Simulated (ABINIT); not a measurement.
An input for ABINIT 10.8.3 (PbF2 (Fluorocronite)):

```
acell 3*1.0 Angstrom
rprim 
  -0.000000000000 2.963660000000 2.963660000000
  2.963660000000 0.000000000000 2.963660000000
  2.963660000000 2.963660000000 -0.000000000000
ntypat 2
znucl 82 9
natom 3
typat 1 2 2
xred 
  0.000000000000 0.000000000000 0.000000000000
  0.250000000000 0.250000000000 0.250000000000
  0.750000000000 0.750000000000 0.750000000000
pp_dirpath "pseudos"
pseudos "Pb.upf, F.upf"
ecut 36
iscf -2
irdden 1
kptopt 0
nkpt 50
kpt 
  0.00000000 0.00000000 0.00000000
  0.06250000 0.00000000 0.06250000
  0.12500000 0.00000000 0.12500000
  0.18750000 0.00000000 0.18750000
  0.25000000 0.00000000 0.25000000
  0.31250000 0.00000000 0.31250000
  0.37500000 0.00000000 0.37500000
  0.43750000 0.00000000 0.43750000
  0.50000000 0.00000000 0.50000000
  0.51562500 0.03125000 0.51562500
  0.53125000 0.06250000 0.53125000
  0.54687500 0.09375000 0.54687500
  0.56250000 0.12500000 0.56250000
  0.57812500 0.15625000 0.57812500
  0.59375000 0.18750000 0.59375000
  0.60937500 0.21875000 0.60937500
  0.62500000 0.25000000 0.62500000
  0.37500000 0.37500000 0.75000000
  0.32812500 0.32812500 0.65625000
  0.28125000 0.28125000 0.56250000
  0.23437500 0.23437500 0.46875000
  0.18750000 0.18750000 0.37500000
  0.14062500 0.14062500 0.28125000
  0.09375000 0.09375000 0.18750000
  0.04687500 0.04687500 0.09375000
  0.00000000 0.00000000 0.00000000
  0.06250000 0.06250000 0.06250000
  0.12500000 0.12500000 0.12500000
  0.18750000 0.18750000 0.18750000
  0.25000000 0.25000000 0.25000000
  0.31250000 0.31250000 0.31250000
  0.37500000 0.37500000 0.37500000
  0.43750000 0.43750000 0.43750000
  0.50000000 0.50000000 0.50000000
  0.50000000 0.46875000 0.53125000
  0.50000000 0.43750000 0.56250000
  0.50000000 0.40625000 0.59375000
  0.50000000 0.37500000 0.62500000
  0.50000000 0.34375000 0.65625000
  0.50000000 0.31250000 0.68750000
  0.50000000 0.28125000 0.71875000
  0.50000000 0.25000000 0.75000000
  0.50000000 0.21875000 0.71875000
  0.50000000 0.18750000 0.68750000
  0.50000000 0.15625000 0.65625000
  0.50000000 0.12500000 0.62500000
  0.50000000 0.09375000 0.59375000
  0.50000000 0.06250000 0.56250000
  0.50000000 0.03125000 0.53125000
  0.50000000 0.00000000 0.50000000
istwfk *1
nband 25
nbdbuf 2
tolwfr 1e-08
nstep 40
prtwf 0
prtvol 0
indata_prefix "in"
outdata_prefix "out"
tmpdata_prefix "tmp"
```

The database entry behind the starting cell differs from later determinations by our own check (0.1 to 0.3 % short, probably kX units), so it need not match the best structure at ambient conditions.

```sh
OMP_NUM_THREADS=1 mpirun -n 4 abinit run.abi > log
```

**Question.** Estimate wall time and host memory on 4 MPI ranks of Arm Neoverse V1, shared host.

It took 22 s; on shared hardware allow 11 s to 45 s. Peak host memory was 0.37 GiB.

[Paths, hosts, dates, memory and timing lines, banners, echoed tables and standing remarks are left out of the program output.]

[Logs are printed without paths, hosts, clocks, repeated set-up lines and the standing remarks that a program may print on its own settings, such as how far it seeks lower states.]

[Runs of the session that timed out or met a known fault of the program may be left out.]

[Hosts, paths, dates, database ids (printed as entryN), source tags and the programs' standing remarks are cut or masked in the printed files.]

[G0W0 gaps are taken among the corrected bands and points alone; a level outside them can change the order at an edge.]

[Where Ansatz stands beside ABINIT at settings called matched, ABINIT's density can come from a denser mesh and the files from another edition; pairs whose starting gaps differed by over 0.03 eV were left out, so agreement reads better than it is.]
